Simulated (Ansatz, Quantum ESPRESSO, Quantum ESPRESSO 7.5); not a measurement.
# Band edges of Zr2COS MXene, 1 layer under strain

Aim: band edges, gap and stiffness of Zr2COS MXene, 1 layer under biaxial strain.

Program: Quantum ESPRESSO 7.5. Level of theory: plane-wave DFT, PBE, GBRV ultrasoft pseudopotentials (geometry by Ansatz 0.2.0 with PAW datasets; geometry under PBE). Results are calculated unless marked as measured.

### Step 1. Set-up

The cell holds 5 atoms: 1 S, 2 Zr, 1 C and 1 O. Cell: a = 3.289 Å, b = 3.289 Å, c = 20.587 Å, α = 90.0°, β = 90.0°, γ = 120.0°. It derives from Zr2COS. Vacuum lies along c.

### Step 2. Geometry from Ansatz

The geometry comes first, from a plane-wave PAW code, so that the later runs on this slab share one structure.

File input.yaml:

```yaml
crystal:
  lattice:
    - [3.289, 0.0, 0.0]
    - [-1.6445, 2.848357553, 0.0]
    - [0.0, 0.0, 20.5866226631]
  atoms:
    - { symbol: S, position: [0.3333333333, 0.6666666667, 0.3643142502] }
    - { symbol: Zr, position: [0.6666666667, 0.3333333333, 0.4523518813] }
    - { symbol: C, position: [0.0, 0.0, 0.5153904766] }
    - { symbol: Zr, position: [0.3333333333, 0.6666666667, 0.5784290718] }
    - { symbol: O, position: [0.6666666667, 0.3333333333, 0.6356857498] }
kpoints:
  mp_grid: { grid: [12, 12, 1] }
hamiltonian:
  xc: pbe
scf:
  occupations: { method: fermi_dirac, width: 0.05 }
  convergence: { dr2_threshold: 1.0e-08 }
efield:
  axis: 3
  dipole_correction: true
  ramp_position: 0.97
  ramp_width: 0.04
relax:
  f_tol: 0.01
  cell: { fix: [c, alpha, beta] }
output:
  write_potential: true
  write_density: true
  volumetric_format: npy
```

Started as:

```
$ ansatz run input.yaml --threads 4 --pin off --max-ram 8192MiB --backend cpu --events-out ev --progress --plain --runs-dir out
```

Numbers of over 12 decimals in the logs are rounded to 6 here.

Log:

```text
Warning: relax.cell: scf.convergence.dr2_threshold = 1e-8 eV is looser than the 5e-10 eV advised for a relaxation that steers and ends on the stress (1e-10 eV for each atom of the cell: 5). What an SCF threshold leaves in a stress goes as its square root, and in the free energy as the threshold itself, and one threshold admits the most on a small cell: [figures from the program's tests cut] Set scf.convergence.dr2_threshold to 5e-10 eV or tighter. The threshold is an SCF's pass mark: one that does not reach it within its budget of iterations ends unconverged, or closes short of it on a stop that the run arms, and scf.convergence.dr2_threshold's page says what that costs each kind of run
Engine: ansatz 0.2.0, aarch64-unknown-linux-gnu
Pseudopotentials: kind: paw
Pseudopotential: S, paw, valence charge 6, recommended cutoff 420 eV (normal), S.paw.azcp
Pseudopotential: Zr, paw, valence charge 12, recommended cutoff 420 eV (normal), Zr.paw.azcp
Pseudopotential: C, paw, valence charge 4, recommended cutoff 420 eV (normal), C.paw.azcp
Pseudopotential: O, paw, valence charge 6, recommended cutoff 420 eV (normal), O.paw.azcp
Functional definition: PBE
  parameter kappa = 0.804
  parameter beta = 0.066725
  exchange = pbe_x(kappa = kappa, mu = beta*pi^2/3)
  correlation = pbe_c(beta = beta)
Crystal: 5 atoms, lattice volume = 192.861 Å³
Basis set: ecut = 420 eV, 3837 PW (Γ), exchange–correlation on 48×48×288 points (8 copies of the dense FFT grid, shifted against one another)
Bands: 25, of which v1, the nominal top of the filled ones, is band 20 counted from 1 (19 counted from 0)
Symmetry: 6 space group operations
Space group: P3m1 (ITA 156), of the structure as read, at distance tolerance 5.8e-5 Å
k-points: 19 of 144 (time reversal used)
Non-local potential: S, projectors of the file, l = 0: 2, l = 1: 2, l = 2: 2
Non-local potential: Zr, projectors of the file, l = 0: 3, l = 1: 2, l = 2: 2, l = 3: 2
Non-local potential: C, projectors of the file, l = 0: 2, l = 1: 2, l = 2: 1
Non-local potential: O, projectors of the file, l = 0: 2, l = 1: 2, l = 2: 1
PAW form: soft (Blöchl's): semilocal exchange-correlation on the pseudo side does not see the compensation charge
PAW one-centre angular grid: S, 110 points (default); XC on 64 Gauss nodes
PAW one-centre angular grid: Zr, 590 points (default); XC on 64 Gauss nodes
PAW one-centre angular grid: C, 110 points (default); XC on 64 Gauss nodes
PAW one-centre angular grid: O, 110 points (default); XC on 64 Gauss nodes
Initial density: superposition of atomic densities (neutral atoms: chi_scale 0, normalization atom), corrected by the library's trained network
Initial wavefunctions: pseudopotential atomic-orbital guess
Functional: x = pbe(κ = 0.804, μ = 0.219515), c = pbe(β = 0.066725)
SCF iter   1: F=—  HF=-10093.306778 eV  |F-HF|=—  |Δ(HF+E_count)|=         —  Δρ=2.96e-3  dr2=4.70e-2  ethr=1.77e-3  p=-0.019 e·Å  D=-1.75e-2 V/Å  ΔV_dip=0.36 eV  dr2_dipole=1.51e-2  V_vac-E_F(+/−)=6.73/6.37 eV  ⟨swp⟩=8.1  Hψ=2605  notcnv=0
efield: sawtooth ramp at fractional position 0.9700 (set: `efield.ramp_position`, or a place that a band, a saddle search or an elastic batch's reference lends), width 0.0400; the density the first Hamiltonian is built on has a dipole p = -0.019 e·Å; the dipole correction subtracts the counter field D = -1.75e-2 V/Å, which shifts the + side's vacuum level by +0.36 eV against the − side's; the planar-averaged density in the ramp window peaks in size at 4.5e-5 e/Å³
preconditioner: auto → LDOS  [insulator: Δε(μ)=0.265 eV  Ē_g=8.171 eV  σ=0.050 eV  W_gap=0.57  n_scr=12 (ndim 8)  ℏωp=13.1 eV  f_vac=0.586  D(μ)=1.35/eV (n_scr^D=6)  ε∞_Penn≈3.6  β→1.0]
SCF iter   2: F=—  HF=-10093.311581 eV  |F-HF|=—  |Δ(HF+E_count)|=   4.80e-3  Δρ=2.94e-3  dr2=7.14e-2  ethr=1.18e-4  p=-0.056 e·Å  D=-5.24e-2 V/Å  ΔV_dip=1.08 eV  dr2_dipole=1.84e-2  V_vac-E_F(+/−)=7.33/6.25 eV  ⟨swp⟩=3.1  Hψ=967  notcnv=0  defer=4
SCF iter   3: F=—  HF=-10093.303302 eV  |F-HF|=—  |Δ(HF+E_count)|=   8.28e-3  Δρ=7.80e-4  dr2=2.01e-3  ethr=1.18e-4  p=-0.040 e·Å  D=-3.73e-2 V/Å  ΔV_dip=0.77 eV  dr2_dipole=2.11e-4  V_vac-E_F(+/−)=7.09/6.32 eV  ⟨swp⟩=2.0  Hψ=731  notcnv=0  defer=4
SCF iter   4: F=—  HF=-10093.303108 eV  |F-HF|=—  |Δ(HF+E_count)|=   1.94e-4  Δρ=3.06e-4  dr2=2.45e-4  ethr=5.03e-6  p=-0.040 e·Å  D=-3.80e-2 V/Å  ΔV_dip=0.78 eV  dr2_dipole=4.03e-6  V_vac-E_F(+/−)=7.11/6.32 eV  ⟨swp⟩=2.8  Hψ=806  notcnv=0  defer=4
SCF iter   5: F=—  HF=-10093.303075 eV  |F-HF|=—  |Δ(HF+E_count)|=   3.28e-5  Δρ=5.86e-5  dr2=8.50e-6  ethr=6.13e-7  p=-0.041 e·Å  D=-3.83e-2 V/Å  ΔV_dip=0.79 eV  dr2_dipole=6.52e-7  V_vac-E_F(+/−)=7.11/6.32 eV  ⟨swp⟩=2.1  Hψ=686  notcnv=0  defer=4
SCF iter   6: F=—  HF=-10093.303029 eV  |F-HF|=—  |Δ(HF+E_count)|=   4.65e-5  Δρ=2.20e-5  dr2=1.04e-6  ethr=2.12e-8  p=-0.041 e·Å  D=-3.83e-2 V/Å  ΔV_dip=0.79 eV  dr2_dipole=3.86e-8  V_vac-E_F(+/−)=7.11/6.32 eV  ⟨swp⟩=2.4  Hψ=783  notcnv=0  defer=4
SCF iter   7: F=—  HF=-10093.303029 eV  |F-HF|=—  |Δ(HF+E_count)|=   3.70e-7  Δρ=5.38e-6  dr2=1.09e-7  ethr=2.60e-9  p=-0.041 e·Å  D=-3.83e-2 V/Å  ΔV_dip=0.79 eV  dr2_dipole=2.71e-8  V_vac-E_F(+/−)=7.11/6.32 eV  ⟨swp⟩=2.2  Hψ=723  notcnv=0  defer=4
SCF iter   8: F=-10093.303029 eV  HF=-10093.303029 eV  |F-HF|=2.07e-8  |Δ(HF+E_count)|=   1.22e-7  Δρ=1.63e-6  dr2=6.10e-9  ethr=2.50e-11  p=-0.041 e·Å  D=-3.83e-2 V/Å  ΔV_dip=0.79 eV  dr2_dipole=6.11e-10  V_vac-E_F(+/−)=7.11/6.32 eV  ⟨swp⟩=8.9  Hψ=3851  notcnv=0
SCF 1 converged in 8 iterations: F = -10093.303029 eV  dr2 = 6.10e-9
  greatest PAW one-centre occupation: 0.996 electrons in one spin orbital (limit 2), on the Zr atom at site 1 (counted from 0), in its partial waves of l = 0
relax step   1: F+E_penalty+E_count = -10093.30302924 eV  Δ(F+E_penalty+E_count) = +0.000e0 eV  max|allowed force component| = 4.694e0 eV/Å  Δτ_max = 0.0000 Å  P = +0.782 GPa  Ω = 192.861 Å³  fix = [c, alpha, beta]  reactions: c -1.358 GPa  (8 SCF iters, accepted)
Crystal: 5 atoms, lattice volume = 203.218 Å³
Basis set: ecut = 420 eV, 3993 PW (Γ), exchange–correlation on 48×48×288 points (8 copies of the dense FFT grid, shifted against one another)
Initial density: handed on by an earlier stage of this run
Initial wavefunctions: those handed on with the density
SCF iter   1: F=—  HF=-10094.216569 eV  |F-HF|=—  |Δ(HF+E_count)|=         —  Δρ=1.67e-2  dr2=2.11e0  ethr=3.10e-3  p=-0.043 e·Å  D=-3.83e-2 V/Å  ΔV_dip=0.79 eV  dr2_dipole=7.09e-1  V_vac-E_F(+/−)=6.21/5.42 eV  ⟨swp⟩=9.5  Hψ=2905  notcnv=0
[...]
relax step   6: F+E_penalty+E_count = -10094.01763045 eV  Δ(F+E_penalty+E_count) = -1.969e-4 eV  max|allowed force component| = 1.172e-2 eV/Å  Δτ_max = 0.0029 Å  P = -0.012 GPa  Ω = 203.984 Å³  energy of the carried Pulay correction = -6.122e-3 eV  fix = [c, alpha, beta]  reactions: c -0.037 GPa  (6 SCF iters, accepted)
[...]
relax step   7: F+E_penalty+E_count = -10094.01764073 eV  Δ(F+E_penalty+E_count) = -1.028e-5 eV  max|allowed force component| = 4.552e-3 eV/Å  Δτ_max = 0.0009 Å  P = -0.011 GPa  Ω = 203.972 Å³  energy of the carried Pulay correction = -6.116e-3 eV  fix = [c, alpha, beta]  reactions: c -0.040 GPa  (5 SCF iters, accepted)
[...]
relax step   8: F+E_penalty+E_count = -10094.02640954 eV  Δ(F+E_penalty+E_count) = -8.769e-3 eV  max|allowed force component| = 4.767e-3 eV/Å  Δτ_max = 0.0000 Å  P = +0.056 GPa  Ω = 203.972 Å³  fix = [c, alpha, beta]  reactions: c +0.001 GPa  stress off target by 8.30e-2 GPa on what of the cell is left free  SCF on the basis re-selected at this cell (its energy is not comparable with the rows above)  (6 SCF iters)
[...]
relax step   9: F+E_penalty+E_count = -10094.02633832 eV  Δ(F+E_penalty+E_count) = +7.121e-5 eV  max|allowed force component| = 2.978e-3 eV/Å  Δτ_max = 0.0017 Å  P = +0.004 GPa  Ω = 204.225 Å³  energy of the carried Pulay correction = -1.367e-4 eV  fix = [c, alpha, beta]  reactions: c +0.007 GPa  (6 SCF iters, accepted)
iter 1 solved again at ethr=4.56e-7 eV; its pass at ethr=3.10e-3 eV (dr2=1.82e-4 eV) is discarded
SCF iter   1: F=—  HF=-10094.026483 eV  |F-HF|=—  |Δ(HF+E_count)|=         —  Δρ=1.14e-5  dr2=1.12e-8  ethr=4.56e-7  p=0.082 e·Å  D=7.27e-2 V/Å  ΔV_dip=-1.50 eV  dr2_dipole=1.56e-10  V_vac-E_F(+/−)=4.63/6.13 eV  ⟨swp⟩=3.9  Hψ=3878  notcnv=0
efield: sawtooth ramp at fractional position 0.9700 (set: `efield.ramp_position`, or a place that a band, a saddle search or an elastic batch's reference lends), width 0.0400; the density the first Hamiltonian is built on has a dipole p = 0.082 e·Å; the dipole correction subtracts the counter field D = 7.27e-2 V/Å, which shifts the + side's vacuum level by -1.50 eV against the − side's; the planar-averaged density in the ramp window peaks in size at 2.3e-6 e/Å³
eigensolver tolerance schedule: the retry pair's looser diagonalisation over-reported the residual by 16233.80 of it (diagonalisation noise at an unbounded share of the residual, at the tolerance the schedule requests for it); recorded, not acted on — ethr = c·dr2/N_el stays at c = 1.0e-1
preconditioner: auto → LDOS  [insulator: Δε(μ)=0.193 eV  Ē_g=8.307 eV  σ=0.050 eV  W_gap=0.63  n_scr=12 (ndim 8)  ℏωp=12.7 eV  f_vac=0.600  D(μ)=0.54/eV (n_scr^D=4)  ε∞_Penn≈3.3  β→1.0]
SCF iter   2: F=—  HF=-10094.026455 eV  |F-HF|=—  |Δ(HF+E_count)|=   2.83e-5  Δρ=1.67e-6  dr2=1.29e-8  ethr=2.81e-11  p=0.082 e·Å  D=7.27e-2 V/Å  ΔV_dip=-1.50 eV  dr2_dipole=5.97e-10  V_vac-E_F(+/−)=4.63/6.13 eV  ⟨swp⟩=4.6  Hψ=1563  notcnv=0
SCF iter   3: F=-10094.026455 eV  HF=-10094.026455 eV  |F-HF|=2.40e-9  |Δ(HF+E_count)|=   1.72e-9  Δρ=5.92e-7  dr2=2.50e-9  ethr=2.50e-11  p=0.082 e·Å  D=7.27e-2 V/Å  ΔV_dip=-1.50 eV  dr2_dipole=4.60e-10  V_vac-E_F(+/−)=4.63/6.13 eV  ⟨swp⟩=10.1  Hψ=3740  notcnv=0
SCF 10 converged in 3 iterations: F = -10094.026455 eV  dr2 = 2.50e-9
relax step  10: F+E_penalty+E_count = -10094.02645461 eV  Δ(F+E_penalty+E_count) = -1.163e-4 eV  max|allowed force component| = 2.963e-3 eV/Å  Δτ_max = 0.0000 Å  P = +0.004 GPa  Ω = 204.225 Å³  fix = [c, alpha, beta]  reactions: c +0.006 GPa  stress off target by 2.85e-3 GPa on what of the cell is left free  SCF on the basis re-selected at this cell (its energy is not comparable with the rows above)  (3 SCF iters)
basis re-selected at this cell: Δ(F+E_penalty+E_count) = -1.163e-4 eV, ΔP = +0.000 GPa vs the last step (what re-selecting the basis moved, of the pressure what is left beyond the Pulay correction that the steps carried, after the strain that the cell walked since its last selection, with what the two solves' SCF thresholds leave and, on support functions, any second-order correction that the steps lacked; it is no m [...]
WARN: The output density's exchange-correlation potential varies sharply where the density is thin. Do not read a vacuum level from v_tot or v_xc, or from such a field of the output density. On a cell that repeats whose density bears no net charge and no dipole along the vacuum's axis use v_es (v_loc + v_h of the components); under efield.dipole_correction with no amplitude use v_es + v_field, which holds any externa [...]
SCF converged after 3 iterations
Free energy (F): -10094.026455 eV
Harris-Foulkes:  -10094.026455 eV  (|F-HF|=2.40e-9)
Internal energy: -10094.021978 eV  (E = F + TS)
E sigma→0 (E₀):  -10094.024216 eV
Entropy (-TS):   -0.004477 eV (-0.895 meV/atom)
Fermi energy:    0.920262 eV
Dipole field:    D = 0.072626 V/Å  (p = 0.081967 e·Å, saw-weighted, corrected)
Work function:   Φ+ = 4.6335 eV   Φ− = 6.1286 eV
Levels:          The Fermi level and band energies are counted from a zero that moves with the ramp; work functions are not
--- Per-component energies (eV) ---
  E_band       = -620.254496
  E_kinetic    = 1037.242593
  E_local      = -25510.816703  (includes V_loc(G=0)·N_el)
  E_nonlocal   = 257.446679
  E_hartree    = 12214.081227
  E_xc         = -544.897672
  E_vxc        = -626.320464  (∫ρ·V_xc dr)
  E_paw        = -6763.081571  (= ΣΔE_a)
  E_vpaw       = -204.709653  (= ΣTr[D̂ρ^β])
  E_aug_tail   = 0.002485  (compensation charges beyond the density's cutoff)
  E_efield     = 0.002976  (sawtooth field / dipole correction)
  E_vefield    = -1.258402  (∫n·V_field dr)
  E_ewald      = 9215.998007
  E_smearing   = -0.004477  (= −TS)
  E_closure    = -0.000000  (closes the sum)
  Σ components = -10094.026455   (vs F -10094.026455, Δ=0.00e0)
--- Forces (eV/Å), atoms counted from 1 ---
  atom   1  S      0.00000000     0.00000000    -0.00295961
  atom   2  Zr     0.00000000    -0.00000000     0.00014487
  atom   3  C      0.00000000    -0.00000000     0.00245662
  atom   4  Zr     0.00000000    -0.00000000     0.00103736
  atom   5  O      0.00000000    -0.00000000    -0.00066030
  max |Σ_I F_I| component: 1.89e-5 eV/Å
--- Stress (GPa, compression-positive) ---
        0.002851       0.000000       0.000000
        0.000000       0.002851       0.000000
        0.000000       0.000000       0.006454
  P = ⅓ Tr σ = 0.0041 GPa (0.041 kbar)
--- Band table (eV; the first three rows and the last of 19) ---
  k-point 0: bands = [... 16 lower, -1.2075, -0.1558, 1.0865, 1.0865, 2.1811, 2.1811, 2.4334, 3.6619, ... 1 higher]
  k-point 1: bands = [... 16 lower, -1.1870, -0.0255, 0.4916, 0.7612, 2.0949, 2.5267, 2.7674, 3.6384, ... 1 higher]
  k-point 2: bands = [... 16 lower, -1.1653, -0.7667, 0.1820, 0.3201, 1.7510, 2.9753, 3.2726, 3.6764, ... 1 higher]
  k-point 18: bands = [... 16 lower, -2.1549, -1.5640, -1.2836, -1.1574, 2.7652, 3.2364, 3.9185, 4.3773, ... 1 higher]
--- Relaxed structure (8 steps of the walk, 8 accepted, 2 SCFs on fresh bases) ---
  F+E_penalty+E_count = -10094.02645461 eV   max|allowed force component| = 2.963e-3 eV/Å   (the final SCF, on the basis selected at the relaxed cell)
  cell:  # Å, volume = 204.2251 Å³
    - [3.384517, 0.0, 0]
    - [-1.692259, 2.931078, 0]
    - [0, 0, 20.5866226631]
  atoms:
    - { symbol: S, position: [0.333333, 0.666667, 0.372322] }
    - { symbol: Zr, position: [0.666667, 0.333333, 0.450004] }
    - { symbol: C, position: [-4.545195904013638e-19, -1.298627401102765e-19, 0.514905] }
    - { symbol: Zr, position: [0.333333, 0.666667, 0.583069] }
    - { symbol: O, position: [0.666667, 0.333333, 0.625872] }
```

The job ended after 21 s (4 threads of Arm Neoverse V2, shared host; peak memory 0.53 GiB; 77 s of CPU time).

The steps of the relaxation:

| step | energy less that of the first step (eV) | largest force component (eV/Å) | pressure (GPa) | volume (Å³) |
| --- | --- | --- | --- | --- |
| 1 | 0.0000 | 4.6937 | 0.78 | 192.86 |
| 2 | -0.5472 | 2.5057 | -0.33 | 203.22 |
| 3 | -0.5755 | 0.9410 | -0.19 | 211.98 |
| 4 | -0.7103 | 0.1753 | 0.59 | 202.10 |
| 5 | -0.7144 | 0.0670 | 0.02 | 203.91 |
| 6 | -0.7146 | 0.0117 | -0.01 | 203.98 |
| 7 | -0.7146 | 0.0046 | -0.01 | 203.97 |
| 8* | -0.7234 | 0.0048 | 0.06 | 203.97 |
| 9 | -0.7233 | 0.0030 | 0.00 | 204.23 |
| 10* | -0.7234 | 0.0030 | 0.00 | 204.23 |

Relaxation steps marked * repeat the geometry before them on a plane-wave basis chosen anew for their cell, so energy and pressure can jump there.

Forces are held to the 6 operations that the run works with; a distortion that breaks them can't arise in this run.

| cell as run | before | after | change |
| --- | --- | --- | --- |
| a (Å) | 3.289 | 3.385 | +2.9 % |
| b (Å) | 3.289 | 3.385 | +2.9 % |

The atoms that moved most (Å, along periodic axes as changes of fractional coordinates times the final cell, across vacuum about the mean position):

| atom | dx | dy | dz | length |
| --- | --- | --- | --- | --- |
| O5 | 0.000 | 0.000 | -0.202 | 0.202 |
| S1 | 0.000 | 0.000 | 0.165 | 0.165 |
| Zr4 | 0.000 | 0.000 | 0.096 | 0.096 |
| Zr2 | 0.000 | 0.000 | -0.048 | 0.048 |
| C3 | 0.000 | 0.000 | -0.010 | 0.010 |

Final coordinates:

```xyz
5
Lattice="3.3845 0.0000 0.0000 -1.6923 2.9311 0.0000 0.0000 0.0000 20.5866" Properties=species:S:1:pos:R:3
S     0.0000    1.9541    7.6648
Zr    1.6923    0.9770    9.2641
C     0.0000    0.0000   10.6002
Zr    0.0000    1.9541   12.0034
O     1.6923    0.9770   12.8846
```

Read from the output:

```
free energy                     : -10094.0265 eV
energy at zero smearing         : -10094.0242 eV
smearing term TS                : 0.004477 eV
Fermi energy                    : 0.9203 eV
symmetry operations             : 6
work function of the upper face : 4.634 eV
work function of the lower face : 6.129 eV
dipole along the normal         : 0.08197 e·Å
```

[end of part 1 of 2]

[Logs are printed without paths, hosts, clocks, repeated set-up lines and the standing remarks that a program may print on its own settings, such as how far it seeks lower states.]

[Hosts, paths, dates, database ids (printed as entryN), source tags and the programs' standing remarks are cut or masked in the printed files.]

[Maps of the electrostatic potential energy from Ansatz leave out the sawtooth potential of an applied field or a dipole correction, so their vacuum need not be flat; planar profiles and work functions include it.]
